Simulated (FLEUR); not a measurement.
# Cr: cost and accuracy of the basis cutoff

Aim: see how far the moments and order energies of Cr move with the basis cutoff, and what each rung costs.

Program: FLEUR MaX-R8.1. Level of theory: PBEsol; all-electron FLAPW, Dirac cores, scalar-relativistic bands. Results are calculated unless marked as measured.

This is a report of a sequence of runs, with most program output left out.

### Step 1. The structure

Symmetry: Im-3m, No. 229, cubic system. Conventional cell: a = 2.969 Å, b = 2.969 Å, c = 2.969 Å, α = 90.00°, β = 90.00°, γ = 90.00°. Nearest to Cr lie 8 Cr at 2.57 Å.

The cell comes from a database of computed structures and need not be the stable phase.

The first run's cell of 2 atoms is 2 times the primitive cell; values given for a primitive cell below are for this cell.

### Step 2. Rung 1 (Kmax 2.16 1/bohr), start ferro ++

The ladder starts at a small basis and climbs, to see from where on the results stand still.

inpgen writes inp.xml from crystal.txt; cutoffs, mixing, functional, smearing and local orbitals are then set in the file. The k list default-1 (kpts.xml, not shown) is a Γ-centred 10×10×10 mesh; where the ranks do not divide the number of points, some are split in two of half the weight.

Input file inp.xml:

```
<?xml version="1.0" encoding="UTF-8" standalone="no"?>
<fleurInput fleurInputVersion="0.39">
   <comment>
      Cr
   </comment>
   <calculationSetup>
      <cutoffs Kmax="2.16" Gmax="6.5" GmaxXC="6.5" numbands="0"/>
      <scfLoop itmax="90" minDistance="0.00002" maxIterBroyd="15" imix="Anderson" alpha="0.05" precondParam="0.0" spinf="2.0" sdNocoIR="T"/>
      <coreElectrons ctail="T" frcor="F" kcrel="0" coretail_lmax="0"/>
      <xcFunctional name="PBEs" relativisticCorrections="F"/>
      <magnetism jspins="2"/>
      <soc l_soc="F" theta="0.0" phi="0.0" spav="F"/>
      <expertModes spex="0" secvar="F"/>
      <geometryOptimization l_f="F" forcealpha="1.0" forcemix="BFGS" epsdisp="0.00001" epsforce="0.00001"/>
      <ldaU l_linMix="F" mixParam="0.05" spinf="1.0"/>
   </calculationSetup>
   <cell>
      <bzIntegration valenceElectrons="28.0" mode="hist" fermiSmearingEnergy="0.00183747">
         <kPointListSelection listName="default-1"/>
         <xi:include xmlns:xi="http://www.w3.org/2001/XInclude" href="kpts.xml"> </xi:include>
      </bzIntegration>
      <xi:include xmlns:xi="http://www.w3.org/2001/XInclude" href="sym.xml"> </xi:include>
      <bulkLattice scale="1.0">
         <bravaisMatrix>
            <row-1>    5.6104066726405621     0.0000000000000000     0.0000000000000000</row-1>
            <row-2>    0.0000000000000000     5.6104066726405621     0.0000000000000000</row-2>
            <row-3>    0.0000000000000000     0.0000000000000000     5.6104066726405621</row-3>
         </bravaisMatrix>
      </bulkLattice>
   </cell>
   <atomSpecies>
      <species name="Chromium (2.500" element="Cr" atomicNumber="24">
         <mtSphere radius="2.37" gridPoints="783" logIncrement="0.015"/>
         <atomicCutoffs lmax="8" lnonsphr="6"/>
         <electronConfig flipSpins="F">
            <coreConfig>(1s1/2) (2s1/2) (2p1/2) (2p3/2)</coreConfig>
            <valenceConfig>(3s1/2) (3p1/2) (3p3/2) (4s1/2) (3d3/2) (3d5/2)</valenceConfig>
            <stateOccupation state="(4s1/2)" spinUp="0.5" spinDown="0.5"/>
            <stateOccupation state="(3d3/2)" spinUp="1.0" spinDown="1.0"/>
            <stateOccupation state="(3d5/2)" spinUp="2.75" spinDown="0.25"/>
         </electronConfig>
         <energyParameters s="4" p="4" d="3" f="4"/>
         <lo type="SCLO" l="0" n="3" eDeriv="0"/>
         <lo type="SCLO" l="1" n="3" eDeriv="0"/>
      </species>
   </atomSpecies>
   <atomGroups>
      <atomGroup species="Chromium (2.500">
         <relPos label="                   1">.0000000000 .0000000000 .0000000000</relPos>
         <force calculate="T" relaxXYZ="TTT"/>
      </atomGroup>
      <atomGroup species="Chromium (2.500">
         <relPos label="                   2">1.000/2.000 1.000/2.000 1.000/2.000</relPos>
         <force calculate="T" relaxXYZ="TTT"/>
      </atomGroup>
   </atomGroups>
   <output dos="F" band="F" slice="F">
      <bandDOS minEnergy="-.5*Htr" maxEnergy="0.5*Htr" sigma="0.015" storeEVData="T"/>
      <plotting iplot="0" polar="F">
         <plot TwoD="T" vec1="  1.0  0.0  0.0" vec2="  0.0  1.0  0.0" vec3="  0.0  0.0  1.0" zero="  0.0  0.0  0.0" file="plot"/>
      </plotting>
      <moessbauerParams electricFieldGradient="F" isomerShift="F" coreHyperfine="F" valenceHyperfine="F"/>
   </output>
</fleurInput>
```

Input file crystal.txt:

```
Cr
&input film=F cartesian=F /
2.96889935510  0.00000000000  0.00000000000
0.00000000000  2.96889935510  0.00000000000
0.00000000000  0.00000000000  2.96889935510
1.8897261246
1.0 1.0 1.0

2
24 0.00000000000  0.00000000000  0.00000000000 : 2.500
24 0.50000000000  0.50000000000  0.50000000000 : 2.500

&kpt div1=10 div2=10 div3=10 gamma=T /
```

Command:

```console
OMP_NUM_THREADS=1 inpgen -f crystal.txt > inpgen.log  # inp.xml is then edited as shown
OMP_NUM_THREADS=1 mpirun -n 4 fleur_MPI > fleur.log
```

Run time: 13 s. Hardware: 4 MPI ranks of Arm Neoverse V1, shared host; peak memory 0.19 GiB.

Read from the output:

* free energy: -57118.1305 eV
* program's band gap on this mesh (in a metal only a level spacing): 0.001273 eV
* final state: weak moments in the typed pattern, under 0.15 μB

After 43 cycles the largest moment is only 0.069 μB, under the 0.15 μB from which a state is called magnetic here.

### Step 3. Rung 1 (Kmax 2.16 1/bohr), start antiferro +-

The second start gives the energy difference between the two end states, the quantity that is followed up the ladder.

Edit inp.xml of step 2 so:

```diff
@@ -45,2 +45,16 @@
       </species>
+      <species name="Chromium (-2.500" element="Cr" atomicNumber="24">
+         <mtSphere radius="2.37" gridPoints="783" logIncrement="0.015"/>
+         <atomicCutoffs lmax="8" lnonsphr="6"/>
+         <electronConfig flipSpins="F">
+            <coreConfig>(1s1/2) (2s1/2) (2p1/2) (2p3/2)</coreConfig>
+            <valenceConfig>(3s1/2) (3p1/2) (3p3/2) (4s1/2) (3d3/2) (3d5/2)</valenceConfig>
+            <stateOccupation state="(4s1/2)" spinUp="0.5" spinDown="0.5"/>
+            <stateOccupation state="(3d3/2)" spinUp="1.0" spinDown="1.0"/>
+            <stateOccupation state="(3d5/2)" spinUp="0.25" spinDown="2.75"/>
+         </electronConfig>
+         <energyParameters s="4" p="4" d="3" f="4"/>
+         <lo type="SCLO" l="0" n="3" eDeriv="0"/>
+         <lo type="SCLO" l="1" n="3" eDeriv="0"/>
+      </species>
    </atomSpecies>
@@ -51,3 +65,3 @@
       </atomGroup>
-      <atomGroup species="Chromium (2.500">
+      <atomGroup species="Chromium (-2.500">
          <relPos label="                   2">1.000/2.000 1.000/2.000 1.000/2.000</relPos>
```

Edit crystal.txt of step 2 so:

```diff
@@ -10,3 +10,3 @@
 24 0.00000000000  0.00000000000  0.00000000000 : 2.500
-24 0.50000000000  0.50000000000  0.50000000000 : 2.500
+24 0.50000000000  0.50000000000  0.50000000000 : -2.500
```

Wall time 7.8 s (4 MPI ranks); peak memory 0.16 GiB.

Read from the output:

```
free energy                                                       : -57118.0445 eV
program's band gap on this mesh (in a metal only a level spacing) : 0.01811 eV
magnetization                                                     : 0 μB
final state                                                       : antiferromagnetic
largest moment                                                    : 1.247 μB
```

This start lies +43.0 meV a seeded atom from the first; its largest moment is 1.25 μB.

### Step 4. Rung 2 (Kmax 2.7 1/bohr), start ferro ++

Edit inp.xml of step 3 so:

```diff
@@ -6,3 +6,3 @@
    <calculationSetup>
-      <cutoffs Kmax="2.16" Gmax="6.5" GmaxXC="6.5" numbands="0"/>
+      <cutoffs Kmax="2.7" Gmax="8.1" GmaxXC="8.1" numbands="0"/>
       <scfLoop itmax="90" minDistance="0.00002" maxIterBroyd="15" imix="Anderson" alpha="0.05" precondParam="0.0" spinf="2.0" sdNocoIR="T"/>
@@ -45,16 +45,2 @@
       </species>
-      <species name="Chromium (-2.500" element="Cr" atomicNumber="24">
-         <mtSphere radius="2.37" gridPoints="783" logIncrement="0.015"/>
-         <atomicCutoffs lmax="8" lnonsphr="6"/>
-         <electronConfig flipSpins="F">
-            <coreConfig>(1s1/2) (2s1/2) (2p1/2) (2p3/2)</coreConfig>
-            <valenceConfig>(3s1/2) (3p1/2) (3p3/2) (4s1/2) (3d3/2) (3d5/2)</valenceConfig>
-            <stateOccupation state="(4s1/2)" spinUp="0.5" spinDown="0.5"/>
-            <stateOccupation state="(3d3/2)" spinUp="1.0" spinDown="1.0"/>
-            <stateOccupation state="(3d5/2)" spinUp="0.25" spinDown="2.75"/>
-         </electronConfig>
-         <energyParameters s="4" p="4" d="3" f="4"/>
-         <lo type="SCLO" l="0" n="3" eDeriv="0"/>
-         <lo type="SCLO" l="1" n="3" eDeriv="0"/>
-      </species>
    </atomSpecies>
@@ -65,3 +51,3 @@
       </atomGroup>
-      <atomGroup species="Chromium (-2.500">
+      <atomGroup species="Chromium (2.500">
          <relPos label="                   2">1.000/2.000 1.000/2.000 1.000/2.000</relPos>
```

Edit crystal.txt of step 3 so:

```diff
@@ -10,3 +10,3 @@
 24 0.00000000000  0.00000000000  0.00000000000 : 2.500
-24 0.50000000000  0.50000000000  0.50000000000 : -2.500
+24 0.50000000000  0.50000000000  0.50000000000 : 2.500
```

It took 10 s on 4 MPI ranks; peak memory 0.19 GiB; 41 s of CPU time.

Numbers from this step:

| Quantity | Value |
| --- | --- |
| free energy | -57132.2766 eV |
| program's band gap on this mesh (in a metal only a level spacing) | 0.004064 eV |
| final state | non-magnetic |

After 30 cycles the seed has died away: no moment is left.

### Step 5. Rung 2 (Kmax 2.7 1/bohr), start antiferro +-

Edit inp.xml of step 4 so:

```diff
@@ -45,2 +45,16 @@
       </species>
+      <species name="Chromium (-2.500" element="Cr" atomicNumber="24">
+         <mtSphere radius="2.37" gridPoints="783" logIncrement="0.015"/>
+         <atomicCutoffs lmax="8" lnonsphr="6"/>
+         <electronConfig flipSpins="F">
+            <coreConfig>(1s1/2) (2s1/2) (2p1/2) (2p3/2)</coreConfig>
+            <valenceConfig>(3s1/2) (3p1/2) (3p3/2) (4s1/2) (3d3/2) (3d5/2)</valenceConfig>
+            <stateOccupation state="(4s1/2)" spinUp="0.5" spinDown="0.5"/>
+            <stateOccupation state="(3d3/2)" spinUp="1.0" spinDown="1.0"/>
+            <stateOccupation state="(3d5/2)" spinUp="0.25" spinDown="2.75"/>
+         </electronConfig>
+         <energyParameters s="4" p="4" d="3" f="4"/>
+         <lo type="SCLO" l="0" n="3" eDeriv="0"/>
+         <lo type="SCLO" l="1" n="3" eDeriv="0"/>
+      </species>
    </atomSpecies>
@@ -51,3 +65,3 @@
       </atomGroup>
-      <atomGroup species="Chromium (2.500">
+      <atomGroup species="Chromium (-2.500">
          <relPos label="                   2">1.000/2.000 1.000/2.000 1.000/2.000</relPos>
```

Edit crystal.txt of step 4 so:

```diff
@@ -10,3 +10,3 @@
 24 0.00000000000  0.00000000000  0.00000000000 : 2.500
-24 0.50000000000  0.50000000000  0.50000000000 : 2.500
+24 0.50000000000  0.50000000000  0.50000000000 : -2.500
```

Run time: 8.2 s. Hardware: 4 MPI ranks; peak memory 0.19 GiB; 32 s of CPU time.

This step gave:

```yaml
free_energy: -57132.4058 eV
program_s_band_gap_on_this_mesh_in_a_metal_only_a_level_spacing: 0.01831 eV
magnetization: 0 μB
final_state: antiferromagnetic
largest_moment: 1.799 μB
```

This start lies -64.6 meV a seeded atom from the first, a change of -107.6 meV since rung 1; its largest moment is 1.80 μB.

### Step 6. Rung 3 (Kmax 3.24 1/bohr), start ferro ++

Edit inp.xml of step 5 so:

```diff
@@ -6,3 +6,3 @@
    <calculationSetup>
-      <cutoffs Kmax="2.7" Gmax="8.1" GmaxXC="8.1" numbands="0"/>
+      <cutoffs Kmax="3.24" Gmax="9.7" GmaxXC="9.7" numbands="0"/>
       <scfLoop itmax="90" minDistance="0.00002" maxIterBroyd="15" imix="Anderson" alpha="0.05" precondParam="0.0" spinf="2.0" sdNocoIR="T"/>
@@ -45,16 +45,2 @@
       </species>
-      <species name="Chromium (-2.500" element="Cr" atomicNumber="24">
-         <mtSphere radius="2.37" gridPoints="783" logIncrement="0.015"/>
-         <atomicCutoffs lmax="8" lnonsphr="6"/>
-         <electronConfig flipSpins="F">
-            <coreConfig>(1s1/2) (2s1/2) (2p1/2) (2p3/2)</coreConfig>
-            <valenceConfig>(3s1/2) (3p1/2) (3p3/2) (4s1/2) (3d3/2) (3d5/2)</valenceConfig>
-            <stateOccupation state="(4s1/2)" spinUp="0.5" spinDown="0.5"/>
-            <stateOccupation state="(3d3/2)" spinUp="1.0" spinDown="1.0"/>
-            <stateOccupation state="(3d5/2)" spinUp="0.25" spinDown="2.75"/>
-         </electronConfig>
-         <energyParameters s="4" p="4" d="3" f="4"/>
-         <lo type="SCLO" l="0" n="3" eDeriv="0"/>
-         <lo type="SCLO" l="1" n="3" eDeriv="0"/>
-      </species>
    </atomSpecies>
@@ -65,3 +51,3 @@
       </atomGroup>
-      <atomGroup species="Chromium (-2.500">
+      <atomGroup species="Chromium (2.500">
          <relPos label="                   2">1.000/2.000 1.000/2.000 1.000/2.000</relPos>
```

Edit crystal.txt of step 5 so:

```diff
@@ -10,3 +10,3 @@
 24 0.00000000000  0.00000000000  0.00000000000 : 2.500
-24 0.50000000000  0.50000000000  0.50000000000 : -2.500
+24 0.50000000000  0.50000000000  0.50000000000 : 2.500
```

Elapsed: 12 s, on 4 MPI ranks; peak memory 0.2 GiB.

Numbers from this step:

```yaml
free_energy: -57134.6433 eV
program_s_band_gap_on_this_mesh_in_a_metal_only_a_level_spacing: 0.01137 eV
final_state: non-magnetic
```

After 28 cycles the seed has died away: no moment is left.

### Step 7. Rung 3 (Kmax 3.24 1/bohr), start antiferro +-

Edit inp.xml of step 6 so:

```diff
@@ -45,2 +45,16 @@
       </species>
+      <species name="Chromium (-2.500" element="Cr" atomicNumber="24">
+         <mtSphere radius="2.37" gridPoints="783" logIncrement="0.015"/>
+         <atomicCutoffs lmax="8" lnonsphr="6"/>
+         <electronConfig flipSpins="F">
+            <coreConfig>(1s1/2) (2s1/2) (2p1/2) (2p3/2)</coreConfig>
+            <valenceConfig>(3s1/2) (3p1/2) (3p3/2) (4s1/2) (3d3/2) (3d5/2)</valenceConfig>
+            <stateOccupation state="(4s1/2)" spinUp="0.5" spinDown="0.5"/>
+            <stateOccupation state="(3d3/2)" spinUp="1.0" spinDown="1.0"/>
+            <stateOccupation state="(3d5/2)" spinUp="0.25" spinDown="2.75"/>
+         </electronConfig>
+         <energyParameters s="4" p="4" d="3" f="4"/>
+         <lo type="SCLO" l="0" n="3" eDeriv="0"/>
+         <lo type="SCLO" l="1" n="3" eDeriv="0"/>
+      </species>
    </atomSpecies>
@@ -51,3 +65,3 @@
       </atomGroup>
-      <atomGroup species="Chromium (2.500">
+      <atomGroup species="Chromium (-2.500">
          <relPos label="                   2">1.000/2.000 1.000/2.000 1.000/2.000</relPos>
```

Edit crystal.txt of step 6 so:

```diff
@@ -10,3 +10,3 @@
 24 0.00000000000  0.00000000000  0.00000000000 : 2.500
-24 0.50000000000  0.50000000000  0.50000000000 : 2.500
+24 0.50000000000  0.50000000000  0.50000000000 : -2.500
```

Run time: 10 s. Hardware: 4 MPI ranks; peak memory 0.19 GiB; 40 s of CPU time.

Read from the output:

```yaml
free_energy: -57134.7609 eV
program_s_band_gap_on_this_mesh_in_a_metal_only_a_level_spacing: 0.003149 eV
magnetization: 0 μB
final_state: antiferromagnetic
largest_moment: 1.672 μB
```

This start lies -58.8 meV a seeded atom from the first, a change of +5.8 meV since rung 2; its largest moment is 1.67 μB.

### Step 8. Rung 4 (Kmax 3.78 1/bohr), start ferro ++

Edit inp.xml of step 7 so:

```diff
@@ -6,3 +6,3 @@
    <calculationSetup>
-      <cutoffs Kmax="3.24" Gmax="9.7" GmaxXC="9.7" numbands="0"/>
+      <cutoffs Kmax="3.78" Gmax="11.3" GmaxXC="11.3" numbands="0"/>
       <scfLoop itmax="90" minDistance="0.00002" maxIterBroyd="15" imix="Anderson" alpha="0.05" precondParam="0.0" spinf="2.0" sdNocoIR="T"/>
@@ -45,16 +45,2 @@
       </species>
-      <species name="Chromium (-2.500" element="Cr" atomicNumber="24">
-         <mtSphere radius="2.37" gridPoints="783" logIncrement="0.015"/>
-         <atomicCutoffs lmax="8" lnonsphr="6"/>
-         <electronConfig flipSpins="F">
-            <coreConfig>(1s1/2) (2s1/2) (2p1/2) (2p3/2)</coreConfig>
-            <valenceConfig>(3s1/2) (3p1/2) (3p3/2) (4s1/2) (3d3/2) (3d5/2)</valenceConfig>
-            <stateOccupation state="(4s1/2)" spinUp="0.5" spinDown="0.5"/>
-            <stateOccupation state="(3d3/2)" spinUp="1.0" spinDown="1.0"/>
-            <stateOccupation state="(3d5/2)" spinUp="0.25" spinDown="2.75"/>
-         </electronConfig>
-         <energyParameters s="4" p="4" d="3" f="4"/>
-         <lo type="SCLO" l="0" n="3" eDeriv="0"/>
-         <lo type="SCLO" l="1" n="3" eDeriv="0"/>
-      </species>
    </atomSpecies>
@@ -65,3 +51,3 @@
       </atomGroup>
-      <atomGroup species="Chromium (-2.500">
+      <atomGroup species="Chromium (2.500">
          <relPos label="                   2">1.000/2.000 1.000/2.000 1.000/2.000</relPos>
```

Edit crystal.txt of step 7 so:

```diff
@@ -10,3 +10,3 @@
 24 0.00000000000  0.00000000000  0.00000000000 : 2.500
-24 0.50000000000  0.50000000000  0.50000000000 : -2.500
+24 0.50000000000  0.50000000000  0.50000000000 : 2.500
```

Elapsed: 16 s, on 4 MPI ranks; peak memory 0.2 GiB.

Numbers from this step:

| Property | Result |
| --- | --- |
| free energy | -57134.8822 eV |
| program's band gap on this mesh (in a metal only a level spacing) | 9.92e-4 eV |
| final state | non-magnetic |

After 28 cycles the seed has died away: no moment is left.

### Step 9. Rung 4 (Kmax 3.78 1/bohr), start antiferro +-

Edit inp.xml of step 8 so:

```diff
@@ -45,2 +45,16 @@
       </species>
+      <species name="Chromium (-2.500" element="Cr" atomicNumber="24">
+         <mtSphere radius="2.37" gridPoints="783" logIncrement="0.015"/>
+         <atomicCutoffs lmax="8" lnonsphr="6"/>
+         <electronConfig flipSpins="F">
+            <coreConfig>(1s1/2) (2s1/2) (2p1/2) (2p3/2)</coreConfig>
+            <valenceConfig>(3s1/2) (3p1/2) (3p3/2) (4s1/2) (3d3/2) (3d5/2)</valenceConfig>
+            <stateOccupation state="(4s1/2)" spinUp="0.5" spinDown="0.5"/>
+            <stateOccupation state="(3d3/2)" spinUp="1.0" spinDown="1.0"/>
+            <stateOccupation state="(3d5/2)" spinUp="0.25" spinDown="2.75"/>
+         </electronConfig>
+         <energyParameters s="4" p="4" d="3" f="4"/>
+         <lo type="SCLO" l="0" n="3" eDeriv="0"/>
+         <lo type="SCLO" l="1" n="3" eDeriv="0"/>
+      </species>
    </atomSpecies>
@@ -51,3 +65,3 @@
       </atomGroup>
-      <atomGroup species="Chromium (2.500">
+      <atomGroup species="Chromium (-2.500">
          <relPos label="                   2">1.000/2.000 1.000/2.000 1.000/2.000</relPos>
```

Edit crystal.txt of step 8 so:

```diff
@@ -10,3 +10,3 @@
 24 0.00000000000  0.00000000000  0.00000000000 : 2.500
-24 0.50000000000  0.50000000000  0.50000000000 : 2.500
+24 0.50000000000  0.50000000000  0.50000000000 : -2.500
```

Wall time 15 s (4 MPI ranks); peak memory 0.2 GiB.

Numbers from this step:

* free energy: -57135.0047 eV
* program's band gap on this mesh (in a metal only a level spacing): 6.72e-7 eV
* magnetization: 0 μB
* final state: antiferromagnetic
* largest moment: 1.660 μB

This start lies -61.2 meV a seeded atom from the first, a change of -2.4 meV since rung 3; its largest moment is 1.66 μB.

(Continued in part 2 of 2.)

[Logs and program files are shortened in this print: banners, set-up blocks, solver, clock and traceback lines can be left out without a mark of their own.]

[Logs are printed without paths, hosts, clocks, repeated set-up lines and the standing remarks that a program may print on its own settings, such as how far it seeks lower states.]

[Hosts, paths, dates, database ids (printed as entryN), source tags and the programs' standing remarks are cut or masked in the printed files.]

[Where a cell is said to come from a database of computed structures, the database is the Materials Project.]
